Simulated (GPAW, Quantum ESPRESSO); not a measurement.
# ZrS (Fm-3m): the S K absorption edge, part 5 of 5

Do two independent programs agree on the S K edge of ZrS (Fm-3m)? The same cell and functional are run with XSpectra and with GPAW.

Quantum ESPRESSO 7.5 and GPAW 26.7.0; core-hole supercells, plane-wave PAW LDA.

So far. Step 10 (The field without a hole (GPAW)): The mesh shows no gap, so the system is treated as a metal and the core electron is put at the Fermi level (neutral cell). Step 11 (Spectrum without a core hole, S atom 2 (GPAW)): Main maxima below 24 eV (height): 1.7 eV (1.31), 5.4 eV (1.30), 7.5 eV (1.90), 12.6 eV (0.91) and 18.0 eV (0.91). 

The database entry behind the starting cell differs from later determinations by our own check (an axis about 1.9 % long against later determinations), so it need not match the best structure at ambient conditions.

**13. Spectrum with XCH, S atom 2 (GPAW)**

Level of this step: X-ray absorption from dipole matrix elements to empty bands, plane-wave PAW LDA (GPAW).

The holes are 6.4 Å apart. The excited electron is kept in the cell, where it fills the lowest empty states and screens the hole. After the field has converged, empty bands are computed with the density fixed and the dipole matrix elements are summed.

File xas.py:

```python
import numpy as np
from ase import Atoms
from ase.parallel import parprint, paropen
from gpaw import GPAW, PW, FermiDirac, Mixer, MixerDif, setup_paths
from gpaw.test import gen
setup_paths.insert(0, '.')
gen('S', name='fch1s', xcname='LDA', corehole=(1, 0, 1), write_xml=True)
from gpaw.mpi import world
world.barrier()

atoms = Atoms('Zr6S6',
    cell=[[2.625, 5.25, 2.625],
     [5.25, -2.625, -2.625],
     [2.625, 2.625, -5.25]],
    scaled_positions=[[0, 0, 0],
     [0.5, 0.16666667, 0.16666667],
     [0, 0.33333333, 0.33333333],
     [0.5, 0.5, 0.5],
     [0, 0.66666667, 0.66666667],
     [0.5, 0.83333333, 0.83333333],
     [0.75, 0.25, 0.75],
     [0.25, 0.41666667, 0.91666667],
     [0.75, 0.58333333, 0.08333333],
     [0.25, 0.75, 0.25],
     [0.75, 0.91666667, 0.41666667],
     [0.25, 0.08333333, 0.58333333]],
    pbc=True)
atoms.calc = calc = GPAW(legacy_gpaw=True, mode=PW(500), xc='LDA', setups={6: 'fch1s'},
    kpts={'size': (4, 5, 5), 'gamma': True}, occupations=FermiDirac(0.1),
    charge=-1, mixer=Mixer(0.1, 5, 50), maxiter=150,
    convergence={'density': 0.0001}, txt='scf.txt')
energy = atoms.get_potential_energy() + calc.get_reference_energy()
ef = calc.get_fermi_level()
out = dict(energy=energy, fermi=ef, forces=atoms.get_forces().tolist())
parprint(f'all-electron energy {energy:.4f} eV, Fermi level {ef:.4f} eV')
ev = np.array([[calc.get_eigenvalues(k, s) for k in range(len(calc.get_ibz_k_points()))] for s in range(calc.get_number_of_spins())])
out['homo'], out['lumo'], out['counts'] = ev[ev < ef].max(), ev[ev > ef].min(), sorted(set((ev < ef).sum((0, 2)).tolist()))
out['filled'] = (ev[:, 0] < ef).sum(1).tolist()

from ase.units import Ha
from gpaw.xas import dipole_matrix_elements
nb = int(calc.get_number_of_electrons() / 2) + 162
top, nb = nb, nb + 8 + nb // 12
nscf = calc.fixed_density(kpts={'size': (5, 6, 6), 'gamma': True}, nbands=nb,
    convergence={'bands': top, 'eigenstates': 1e-5}, maxiter=60, txt='nscf.txt')
cell = atoms.cell.array
ops = [cell.T @ U.T @ np.linalg.inv(cell.T) for U in nscf.wfs.kd.symmetry.op_scc]
E = np.arange(-6, 34, 0.1)
fwhm = np.interp(E, [4, 25], [0.9, 3.5])
Y, X, zero, highest = 0, 0, 1e9, 1e9
for spin in range(nscf.get_number_of_spins()):
    wfs = nscf.wfs
    A = dipole_matrix_elements(wfs.setups[6])
    eps = np.zeros((wfs.kd.nibzkpts, nb))
    d = np.zeros((3, A.shape[1], wfs.kd.nibzkpts, nb), complex)
    for kpt in wfs.kpt_u:
        if kpt.s == spin and 6 in kpt.P_ani:
            eps[kpt.k] = kpt.eps_n * Ha
            d[:, :, kpt.k] = (kpt.weight * wfs.nspins / 2) ** 0.5 * np.inner(A, kpt.P_ani[6])
    world.sum(eps)
    world.sum(d)
    T = np.einsum('amkn,bmkn->abkn', d, d.conj()).real
    T = sum(np.einsum('ai,ijkn,bj->abkn', R, T, R) for R in ops) / len(ops)
    empty = eps > ef
    zero, highest = min(zero, eps[empty].min()), min(highest, eps[:, top - 1].min())
    lines = [(eps, T, empty)] if spin == 0 else lines + [(eps, T, empty)]
for eps, T, empty in lines:
    f = np.einsum('aakn->akn', T).reshape(3, -1)
    x = eps.ravel() - zero
    w = np.interp(x, E, fwhm) / 2.35482
    g = np.exp(-0.5 * ((E[:, None] - x) / w) ** 2) / (w * (2 * np.pi) ** 0.5)
    Y = Y + (f * empty.ravel()) @ g.T
    X = X + (f * ~empty.ravel()) @ g.T
out.update(E=E.round(2).tolist(), xas=Y.tolist(), xes=X.tolist(), zero=zero, valid=highest - zero, nk=len(eps), nb=nb)
for i in range(0, len(E), 10):
    parprint(f'{E[i]:7.2f}', *(f'{v:10.3e}' for v in Y[:, i]))
import json
with paropen('out.json', 'w') as f:
    json.dump(out, f)
```

Run with:

```console
> OMP_NUM_THREADS=1 mpirun -n 4 gpaw python xas.py
```

Numbers of over 12 decimals in the logs are rounded to 6 here.

The program printed:

```text
Input parameters:
  charge: -1
  convergence: {density: 0.0001}
  kpts: {gamma: True,
         size: (4, 5, 5)}
  maxiter: 150
  mixer: {backend: pulay,
          beta: 0.1,
          method: separate,
          nmaxold: 5,
          weight: 50}
  mode: {ecut: 500.0,
         name: pw}
  occupations: {fixmagmom: False,
                name: fermi-dirac,
                width: 0.1}
  setups: {6: fch1s}

Initialize ...

[... PAW data sets ...]

Reference energy: -649181.849968  # eV

Spin-paired calculation

[... convergence settings ...]
Symmetries present (total): 2
  [... symmetry matrices ...]

100 k-points: 4 x 5 x 5 Monkhorst-Pack grid + [1/8,0.000000,0.000000]
33 k-points in the irreducible part of the Brillouin zone
       k-points in crystal coordinates                weights
   0:     0.00000000    0.00000000    0.00000000          1/100
   1:     0.00000000    0.20000000   -0.20000000          2/100
   2:     0.00000000    0.20000000    0.00000000          4/100
   3:     0.00000000    0.20000000    0.20000000          2/100
   4:     0.00000000    0.40000000   -0.40000000          2/100
   5:     0.00000000    0.40000000   -0.20000000          4/100
   6:     0.00000000    0.40000000    0.00000000          4/100
   7:     0.00000000    0.40000000    0.20000000          4/100
   8:     0.00000000    0.40000000    0.40000000          2/100
   9:     0.25000000   -0.40000000    0.40000000          2/100
          ...
  32:     0.50000000    0.40000000    0.40000000          2/100

Wave functions: Plane wave expansion
  Cutoff energy: 500.000 eV
  Number of coefficients (min, max): 5492, 5530
  Pulay-stress correction: 0.000000 eV/Ang^3 (de/decut=0.000000)
  Using FFTW library
  Wavefunction extrapolation:
    Improved wavefunction reuse through dual PAW basis

Occupation numbers: Fermi-Dirac:
  width: 0.1000  # eV

Eigensolver
   Davidson(niter=2)

Densities:
  Coarse grid: 35*35*35 grid
  Fine grid: 70*70*70 grid
  Total Charge: 0.000000

Density mixing:
  Method: separate
  Backend: pulay
  Linear mixing parameter: 0.1
  old densities: 5
  Width of damping distribution: 1.1
  Damping of long wavelength oscillations: 50

[... Hamiltonian set-up ...]
Number of atoms: 12
Number of atomic orbitals: 102
Number of bands in calculation: 70
Number of valence electrons: 109
Bands to converge: occupied

... initialized

Initializing position-dependent things.

Density initialized from atomic densities
Creating initial wave functions:
  70 bands from LCAO basis set

               Zr     S

       Zr              S
               S
                      Zr    S
              Zr    S

                      S     Zr
                    Zr

Atomic positions and initial magnetic moments

Positions:
   0 Zr     0.000000    0.000000    0.000000    ( 0.0000,  0.0000,  0.0000)
   1 Zr     2.625000    2.625000   -0.000000    ( 0.0000,  0.0000,  0.0000)
   2 Zr     2.625000    0.000000   -2.625000    ( 0.0000,  0.0000,  0.0000)
   3 Zr     5.250000    2.625000   -2.625000    ( 0.0000,  0.0000,  0.0000)
   4 Zr     5.250000   -0.000000   -5.250000    ( 0.0000,  0.0000,  0.0000)
   5 Zr     7.875000    2.625000   -5.250000    ( 0.0000,  0.0000,  0.0000)
   6 S      5.250000    5.250000   -2.625000    ( 0.0000,  0.0000,  0.0000)
   7 S      5.250000    2.625000   -5.250000    ( 0.0000,  0.0000,  0.0000)
   8 S      5.250000    2.625000    0.000000    ( 0.0000,  0.0000,  0.0000)
   9 S      5.250000    0.000000   -2.625000    ( 0.0000,  0.0000,  0.0000)
  10 S      7.875000    2.625000   -2.625000    ( 0.0000,  0.0000,  0.0000)
  11 S      2.625000    2.625000   -2.625000    ( 0.0000,  0.0000,  0.0000)

Unit cell:
           periodic     x           y           z      points  spacing
  1. axis:    yes    2.625000    5.250000    2.625000    35     0.1732
  2. axis:    yes    5.250000   -2.625000   -2.625000    35     0.1521
  3. axis:    yes    2.625000    2.625000   -5.250000    35     0.1521

  Lengths:   6.429911   6.429911   6.429911
  Angles:   60.000000  80.405932  99.594068

Effective grid spacing dv^(1/3) = 0.1717

iter:   1  -108.490605
iter:   2  -107.479875   -0.39  -1.34
iter:   3  -105.817571   -0.61  -1.40
iter:   4  -105.849819   -1.53  -1.65
iter:   5  -105.881764   -1.64  -1.69
iter:   6  -105.992517   -1.62  -2.01
iter:   7  -105.848604   -1.98  -2.15
iter:   8  -105.854835   -2.51  -2.30
iter:   9  -105.845589c  -2.84  -2.58
iter:  10  -105.843933c  -3.95  -3.00
iter:  11  -105.843891c  -3.68  -3.14
iter:  12  -105.843456c  -4.42  -3.33
iter:  13  -105.843395c  -4.93  -3.53
iter:  14  -105.843409c  -5.32  -3.77
iter:  15  -105.843390c  -5.56  -3.87
iter:  16  -105.843400c  -6.03  -3.98
iter:  17  -105.843392c  -6.45  -4.26c
iter:  18  -105.843378c  -6.39  -4.34c
iter:  19  -105.843379c  -7.07  -4.57c
iter:  20  -105.843396c  -6.38  -4.57c
iter:  21  -105.843369c  -6.18  -4.37c
iter:  22  -105.843373c  -7.62c -4.74c

Converged after 22 iterations.

Dipole moment: (-0.012354, 0.334908, -0.012354) |e|*Ang

Energy contributions relative to reference atoms: (reference = -649181.849968)

Kinetic:        +39.497579
Potential:      -41.680888
External:        +0.000000
XC:            -105.103954
Entropy (-ST):   -0.283213
Local:           +1.585496
SIC:             +0.000000
--------------------------
Free energy:   -105.984979
Extrapolated:  -105.843373

Showing only first 2 kpts
 Kpt  Band  Eigenvalues  Occupancy
  0    52     10.31731    1.99869
  0    53     10.41911    1.99637
  0    54     10.50834    1.99116
  0    55     11.03317    1.08438

  1    52     10.38528    1.99741
  1    53     10.39100    1.99726
  1    54     10.78680    1.86590
[...]
Fermi level: 11.05009

No gap
No difference between direct/indirect transitions

Forces in eV/Ang:
  0 Zr   -0.07360    0.56710   -0.07360
  1 Zr    0.02867    0.04152   -0.59288
  2 Zr   -0.02867   -0.04151    0.59288
  3 Zr    0.07360   -0.56710    0.07360
  4 Zr    0.59288   -0.04151   -0.02867
  5 Zr   -0.59288    0.04152    0.02867
  6 S     0.00000    0.00001    0.00000
  7 S     0.16054   -0.00000   -0.16054
  8 S     0.00814    0.00000   -0.00814
  9 S     0.00000   -0.00000    0.00000
 10 S    -0.00814    0.00000    0.00814
 11 S    -0.16054   -0.00000    0.16054
Scalar-relativistic atomic LDA calculation for S (Sulfur, Z=16)
Core hole in 1s state (1s occupation: 1.0)
450 radial gridpoints.
|------------------------------------------------|
|------------------------------------------------|
[... the atom generator's iteration count ...]

Energy contributions:
-------------------------
Kinetic:     +307.027779
XC:           -20.036781
Potential:   -593.463960
-------------------------
Total:       -306.472962

state      eigenvalue         ekin         rmax
-----------------------------------------------
1s^1.0 :   -94.587655   125.271961        0.063
2s^2.0 :    -9.346963    20.537295        0.374
2p^6.0 :    -7.528664    20.376522        0.303
3s^2.0 :    -1.141348     3.532854        1.290
3p^4.0 :    -0.722112     2.839097        1.384
-----------------------------------------------
(units: Bohr and Hartree)

Generating PAW setup
Kinetic energy of the core from tauc = 289.375410
Cutoffs:
rc(s)=1.840
rc(p)=1.850
rc(d)=1.700
rc(vbar)=1.720
rc(comp)=1.430
rc(nct)=1.850

Kinetic energy of the core states: 288.605682
Charge: 1.0
Core electrons: 9.0
Valence electrons: 6.0
Pseudo-core charge: 0.024693
Shape function alpha=4.890
Pseudo-electron charge 6.344591
state    eigenvalue         norm
--------------------------------
3s(2) :    -1.141348     1.235204
*s    :    -0.141348
3p(4) :    -0.722112     0.962372
*p    :     0.277888
*d    :     0.000000
--------------------------------

Diagonalizing with gridspacing h=0.050

state   all-electron     PAW
-------------------------------
3s:      -1.141348    -1.142157
3p:      -0.722112    -0.722797
*d:                   -0.153507
*f:                   -0.016109
-------------------------------
all-electron energy -649287.6933 eV, Fermi level 11.0501 eV
[...]
31.00  2.432e-06  2.436e-06  2.432e-06
  32.00  1.970e-06  1.969e-06  1.970e-06
  33.00  1.809e-06  1.805e-06  1.809e-06
```

It took 15 min on 4 MPI ranks of Arm Neoverse V1, shared host; peak memory 0.85 GiB; 59 min of CPU time.

The S K spectrum, S atom 2, excited-electron core hole (neutral cell) (energy from the lowest empty level; intensity scaled to a mean of 1 over the first 20 eV):

```csv
E (eV),intensity
-2.0,0.00
-1.4,0.00
-0.8,0.02
-0.2,0.31
0.4,0.92
1.0,1.39
1.6,1.53
2.2,1.15
2.8,1.00
3.4,1.05
4.0,1.17
4.6,1.51
5.2,1.54
5.8,1.37
6.4,1.76
7.0,1.83
7.6,1.45
8.2,1.21
8.8,1.01
9.4,0.76
10.0,0.58
10.6,0.56
11.2,0.65
11.8,0.78
12.4,0.81
13.0,0.72
13.6,0.62
14.2,0.59
14.8,0.63
15.4,0.68
16.0,0.76
16.6,0.86
17.2,0.93
17.8,0.93
18.4,0.87
19.0,0.78
19.6,0.69
20.2,0.65
20.8,0.65
21.4,0.68
22.0,0.74
22.6,0.78
23.2,0.81
23.8,0.83
24.4,0.86
25.0,0.93
25.6,1.04
26.2,1.20
26.8,1.36
27.4,1.48
28.0,1.52
28.6,1.47
29.2,1.36
29.8,1.21
30.4,1.05
31.0,0.90
31.6,0.78
```

Main maxima below 24 eV (height): 1.4 eV (1.55), 4.9 eV (1.61), 6.8 eV (1.88), 12.3 eV (0.81) and 17.5 eV (0.94). 

The total-energy difference is 2475.25 eV. With the free-atom term of -16.82 eV for this edge, the photon energy is 2458.43 eV.

**14. The two programs side by side**

The line shapes differ (Lorentzian half width 0.4 eV up to 4 eV, rising linearly to 1.75 eV at 25 eV (not a setting of the program: the run's 0.4 eV curve was folded afterwards with a further Lorentzian above 4 eV), against Gaussian full width 0.9 eV up to 4 eV, rising linearly to 3.5 eV at 25 eV), so both get a further Gaussian of 1.5 eV full width before they are compared; the Lorentzian tails remain.

```csv
E (eV),XSpectra,GPAW
-2.00,0.10,0.00
-1.25,0.18,0.05
-0.50,0.38,0.27
0.25,0.75,0.75
1.00,1.10,1.21
1.75,1.22,1.30
2.50,1.16,1.15
3.25,1.17,1.10
4.00,1.29,1.24
4.75,1.42,1.42
5.50,1.46,1.51
6.25,1.51,1.62
7.00,1.50,1.64
7.75,1.32,1.41
8.50,1.11,1.11
9.25,0.92,0.85
10.00,0.77,0.66
10.75,0.73,0.62
11.50,0.75,0.70
12.25,0.78,0.76
13.00,0.75,0.71
13.75,0.71,0.64
14.50,0.71,0.63
15.25,0.74,0.68
16.00,0.78,0.77
16.75,0.84,0.86
17.50,0.86,0.90
18.25,0.85,0.87
19.00,0.80,0.78
19.75,0.76,0.70
20.50,0.74,0.67
21.25,0.76,0.68
22.00,0.79,0.73
22.75,0.83,0.78
23.50,0.87,0.82
24.25,0.90,0.87
25.00,0.96,0.95
25.75,1.04,1.10
26.50,1.13,1.27
27.25,1.18,1.42
28.00,1.17,1.47
28.75,1.11,1.42
29.50,1.03,1.28
30.25,0.95,1.09
31.00,0.86,0.93
31.75,0.79,0.82
```

|  | XSpectra | GPAW |
| --- | --- | --- |
| k mesh of the spectrum | 5×6×6 | 5×6×6 |
| cutoff (eV) | 626 | 500 |
| highest intensity below 16 eV after the common broadening, eV (height) | 6.6 (1.52) | 6.7 (1.67) |
| zero, corrected photon energy (eV) | 2458.9 | 2458.4 |
| core time, hole field and spectrum | 47 min | 59 min |

**15. What the core hole does**

XSpectra's curves. Both curves are counted from their own zero, so only the shift of weight within the empty states shows.

```
E (eV)  no hole   XCH
  -2.0     0.06  0.07
  -1.0     0.11  0.14
   0.0     0.44  0.57
   1.0     0.84  1.18
   2.0     1.11  1.20
   3.0     1.02  1.06
   4.0     0.94  1.16
   5.0     1.15  1.54
   6.0     1.15  1.39
   7.0     1.58  1.76
   8.0     1.67  1.27
   9.0     1.61  1.00
  10.0     0.98  0.64
  11.0     0.68  0.66
  12.0     0.80  0.85
  13.0     1.04  0.72
  14.0     0.68  0.59
  15.0     0.71  0.71
  16.0     0.68  0.73
  17.0     0.79  1.04
  18.0     1.08  1.01
  19.0     0.90  0.83
  20.0     0.66  0.64
  21.0     0.64  0.64
  22.0     0.64  0.81
  23.0     0.84  0.91
  24.0     0.83  0.96
  25.0     0.70  0.83
  26.0     0.77  1.21
  27.0     1.31  1.79
  28.0     1.47  1.57
  29.0     1.42  1.24
  30.0     1.41  1.14
  31.0     1.12  0.82
  32.0     0.85  0.65
```

With each curve scaled to its own mean, the area from −2 to 6 eV with the hole is 7.5 against 6.3, and the centre of weight from −1 to 20 eV moves by -0.4 eV: the hole pulls the absorber's empty states down.

**16. Summary of results**

```yaml
absorber_and_edge: S K, atom 2 of the ground-state input (counted from 1)
surroundings: 6 Zr at 2.62 Å (octahedral, site symmetry m-3m)
highest_intensity_below_16_ev_xspectra_narrow_line: 6.8 eV above the zero, height 1.83
photon_energy_of_the_zero_with_the_added_terms: 2458.9 eV (raw 2475.7 eV; LDA puts this hole about 9 eV below PBE, itself good to a few eV)
```

**Reading.** The two programs agree closely: 8 % r.m.s. remains over the first 14 eV after a relative shift of 0.0 eV, and their photon-energy zeros differ by 0.5 eV. In XSpectra the S K edge of atom 2, with 6 Zr at 2.62 Å (octahedral, site symmetry m-3m), has its highest intensity of the first 16 eV at 6.8 eV above the zero, near 2466 eV in photon energy (LDA puts this hole about 9 eV below PBE, itself good to a few eV), 1.8 times the mean level of the first 20 eV (Lorentzian half width 0.4 eV). In XSpectra: With each curve scaled to its own mean, the area from −2 to 6 eV with the hole is 7.5 against 6.3, and the centre of weight from −1 to 20 eV moves by -0.4 eV: the hole pulls the absorber's empty states down. In GPAW: With each curve scaled to its own mean, the area from −2 to 6 eV with the hole is 7.6 against 6.4, and the centre of weight from −1 to 20 eV moves by -0.4 eV: the hole pulls the absorber's empty states down. 3 further runs of this session are left out of this account as redundant. The unit cell's mesh shows no gap over 0.35 eV. That is right for a metallic compound; for a small-gap or correlated insulator it would be the fault of the functional or of the assumed magnetic order, and the hole would be screened too well. The holes are only 6.4 Å apart, so the shape is probably not converged with cell size; no larger cell was run here. Lifetime broadening is put in by hand, and intensities beyond about 20 eV depend on it and on the partial waves. The structure is a published determination, not relaxed.

[Banner, clock and machine lines of the logs are left out without a mark of their own.]

[Logs are printed without paths, hosts, clocks, repeated set-up lines and the standing remarks that a program may print on its own settings, such as how far it seeks lower states.]

[Hosts, paths, dates, database ids (printed as entryN), source tags and the programs' standing remarks are cut or masked in the printed files.]

[Lists of maxima count a maximum above −3 eV only where it reaches 4 % of the highest in the window and stands out from its surroundings by 2 % of it (1.5 % where it reaches 55 %); shoulders and weaker maxima are passed over, and of the rest the first, up to two pre-edge ones and the few strongest are named.]
